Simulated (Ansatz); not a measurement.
# VSe2 monolayer (1T): the cell at rest, part 2 of 2

Wanted: the relaxed cell of VSe2 monolayer (1T).

Ansatz 0.2.0; DFT PBEsol, scalar-relativistic, plane waves, PAW; PAW set soft_1.

So far. Step 2 (A coarse first look): The coarse mesh shows no gap.

### Step 4. Relaxing to small forces for the phonons

Phonons need a cell at rest on their own settings, so the relaxation is repeated with tight tolerances on forces and stress, using the mesh and the filling of the phonon run that follows.

Contents of input.yaml:

```yaml
crystal:
  lattice:
    - [3.2653329425, 0.0, 0.0]
    - [-1.6326664713, 2.82786128, 0.0]
    - [0.0, 0.0, 29.9272]
  atoms:
    - { symbol: V, position: [0.0, 0.0, 0.3341441899], spin: 0.43 }
    - { symbol: Se, position: [0.3333333333, 0.6666666667, 0.3868570526] }
    - { symbol: Se, position: [0.6666666667, 0.3333333333, 0.2814313272] }
  periodic: [true, true, false]
kpoints:
  mp_grid: { grid: [18, 18, 1] }
hamiltonian:
  xc: pbesol
  pseudopotentials: { kind: paw, azcp: { folder: soft_1 }, xc_functional: pbe }
scf:
  occupations: { method: gaussian, width: 0.15 }
output:
  forces: true
  stress: true
  eigenvalues: true
  populations: true
  write_density: true
  write_potential: true
  elf: true
  volumetric_format: npy
magnetization:
  spin_polarized: true
relax:
  adjacent_minimum: "off"
  f_tol: 0.001
  max_steps: 60
  cell: { stress_2d_tol: 0.002 }
```

Started as:

```
ansatz run input.yaml --threads 8 --pin off --max-ram 16384MiB --backend cpu --events-out ev --progress --plain --runs-dir out
```

Numbers of over 12 decimals in the logs are rounded to 6 here.

The log of the run:

```text
[...]
Crystal: 3 atoms, lattice volume = 276.345 Å³
Basis set: ecut = 420 eV, 5525 PW (Γ), exchange–correlation on 48×48×432 points (8 copies of the dense FFT grid, shifted against one another)
Bands: 28, of which v1, the nominal top of the filled ones, is band 23 counted from 1 (22 counted from 0)
Symmetry: 12 space group operations
[...]
- [0, 0, 29.9272]
  atoms:
    - { symbol: V, position: [0, 0, 0.334144] }
    - { symbol: Se, position: [0.333333, 0.666667, 0.386891] }
    - { symbol: Se, position: [0.666667, 0.333333, 0.281398] }
--- Löwdin populations: 3 sites ---
  site symbol       q [e]    m [muB]
     0      V     12.4053     0.4266
     1     Se     16.1921    -0.0268
     2     Se     16.1921    -0.0268
  spilling = 0.004677 (of n_electrons = 45.000000)
[key lines of the parts left out:]
SCF converged after 10 iterations
Magnetization: 0.3777 μB (22.6888 up, 22.3112 down)
Free energy (F): -13735.845654 eV
Fermi energy:    -5.008723 eV
P = ½ c Tr σ = 0.0019 N/m
```

The job ended after 21 s (8 threads of Arm Neoverse V2, shared host; peak memory 1.1 GiB; 2.5 min of CPU time).

Little changed from the start: no atom moved by 0.005 Å and no cell edge by 0.1 %.

Numbers from this step:

- magnetization: 0.3777 μB
- absolute magnetization: 0.4807 μB
- site moments: 0.3477, -0.01604, -0.01604 μB
- area per atom: 3.074 Å²

Spin density in the ac plane at fractional y = 0.333, with atoms of Se within 0.2 Å of it.

Values in units of 1e-2 e/Å³, 24 rows by 14 columns, each cell a mean:
```
 0.0  0.0  0.0  0.0  0.0  0.0  0.0  0.0  0.0  0.0  0.0  0.0  0.0  0.0
 0.0  0.0  0.0  0.0  0.0  0.0  0.0  0.0  0.0  0.0  0.0  0.0  0.0  0.0
 0.0  0.0  0.0  0.0  0.0  0.0  0.0  0.0  0.0  0.0  0.0  0.0  0.0  0.0
 0.0  0.0  0.0  0.0  0.0  0.0  0.0  0.0  0.0  0.0  0.0  0.0  0.0  0.0
 0.0  0.0  0.0  0.0  0.0  0.0  0.0  0.0  0.0  0.0  0.0  0.0  0.0  0.0
 0.0  0.0  0.0  0.0  0.0  0.0  0.0  0.0  0.0  0.0  0.0  0.0  0.0  0.0
 0.0  0.0  0.0  0.0  0.0  0.0  0.0  0.0  0.0  0.0  0.0  0.0  0.0  0.0
 0.0  0.0  0.0  0.0  0.0  0.0  0.0  0.0  0.0  0.0  0.0  0.0  0.0  0.0
 0.0  0.0  0.0  0.0  0.0  0.0  0.0  0.0  0.0  0.0  0.0  0.0  0.0  0.0
 0.0  0.0  0.0  0.0  0.0  0.0  0.0  0.0  0.0  0.0  0.0  0.0  0.0  0.0
 0.0  0.0  0.0  0.0  0.0  0.0  0.0  0.0  0.0  0.0  0.0  0.0  0.0  0.0
 0.0  0.0  0.0  0.0  0.0  0.0  0.0  0.0  0.0  0.0  0.0  0.0  0.0  0.0
 0.0  0.0  0.0  0.0  0.0  0.0  0.0  0.0  0.0  0.0  0.0  0.0  0.0  0.0
 0.0  0.0  0.0  0.0  0.0  0.0  0.0  0.0  0.0  0.0  0.0  0.0  0.0  0.0
-0.2 -0.2 -0.2 -0.2 -0.2 -0.2 -0.1 -0.1 -0.1 -0.1 -0.1 -0.1 -0.1 -0.1
 0.9  0.9  0.9  0.9  0.9  0.7  0.5  0.3  0.1  0.1  0.1  0.2  0.4  0.6
 0.6  1.1  1.4  1.2  0.8  0.3 -0.1 -0.3 -0.3 -0.3 -0.3 -0.3 -0.2  0.1
-0.2 -0.1  0.0  0.0 -0.1 -0.2 -0.3 -0.2  0.2  0.5  0.4  0.0 -0.3 -0.3
 0.0  0.0  0.0  0.0  0.0  0.0  0.1  0.1  0.1  0.2  0.2  0.1  0.1  0.0
 0.0  0.0  0.0  0.0  0.0  0.0  0.0  0.0  0.0  0.0  0.0  0.0  0.0  0.0
 0.0  0.0  0.0  0.0  0.0  0.0  0.0  0.0  0.0  0.0  0.0  0.0  0.0  0.0
 0.0  0.0  0.0  0.0  0.0  0.0  0.0  0.0  0.0  0.0  0.0  0.0  0.0  0.0
 0.0  0.0  0.0  0.0  0.0  0.0  0.0  0.0  0.0  0.0  0.0  0.0  0.0  0.0
 0.0  0.0  0.0  0.0  0.0  0.0  0.0  0.0  0.0  0.0  0.0  0.0  0.0  0.0
```
Columns run along a (3.3 Å), rows up along c (29.9 Å). Atoms in or near the plane, at fractional coordinates: Se at (0.67, 0.28).

ELF in the ac plane at fractional y = 0.333, with atoms of Se within 0.2 Å of it. It is the smooth field of the valence electrons, not physical close to the nuclei.

Ten even steps from '_' (0.00) to '@' (0.78), each cell a mean:
```
__________________________________
__________________________________
__________________________________
__________________________________
__________________________________
__________________________________
__________________________________
__________________________________
__________________________________
__________________________________
__________________________________
__________________________________
__________________________________
--++++++++==--::..____________..::
%%@@@@@@@@%%##**==::..____..::==**
--========--------::::::::::::----
++--::::::==++##%%####****##%%##**
%%++::..--**%%@@@@%%##****##@@@@@@
::________..--++##%%%%@@%%%%##**==
______________________....________
__________________________________
__________________________________
__________________________________
__________________________________
```
Columns run along a (3.3 Å), rows up along c (29.9 Å). Atoms in or near the plane, at fractional coordinates: Se at (0.67, 0.28).

Electrostatic potential energy in the ac plane at fractional y = 0.333, with atoms of Se within 0.2 Å of it. With pseudopotentials it is smooth inside the atoms' cores, unlike the true potential.

Ten even steps from '0' (-14 eV) to '9' (0 eV), each cell a mean:
```
99999999999999999
99999999999999999
99999999999999999
99999999999999999
99999999999999999
99999999999999999
99999999999999999
99999999999999999
99999999999999999
99999999999999999
99999999999999999
99999999999999999
99999999999999999
99889999999999999
42111246788888876
31101245778888765
44444442212332123
57888741004543002
99999999988888899
99999999999999999
99999999999999999
99999999999999999
99999999999999999
99999999999999999
```
Columns run along a (3.3 Å; values clipped at the 3rd and 97th percentile), rows up along c (29.9 Å). Atoms in or near the plane, at fractional coordinates: Se at (0.67, 0.28).

The largest force component left is 0.52 meV/Å, within the tolerances set.

### Step 5. What came out

```json
{
  "space group after relaxation (within 0.01 Å)": "P-3m1",
  "lattice constant a": "3.263 Å",
  "lattice constant b": "3.263 Å",
  "area per atom": "3.07 Å²"
}
```

What this shows: The largest force component left is 0.52 meV/Å, within the tolerances set. The relaxation keeps the symmetry of its start, so it says nothing on stability against lower symmetry. The magnetic state is the one that the run reached from its starting moments; a lower one was not ruled out. The PAW files were made for PBE and serve the other functionals too. The starting cell was built on a prototype and not taken from a measurement.

[Logs are printed without paths, hosts, clocks, repeated set-up lines and the standing remarks that a program may print on its own settings, such as how far it seeks lower states.]

[Hosts, paths, dates, database ids (printed as entryN), source tags and the programs' standing remarks are cut or masked in the printed files.]
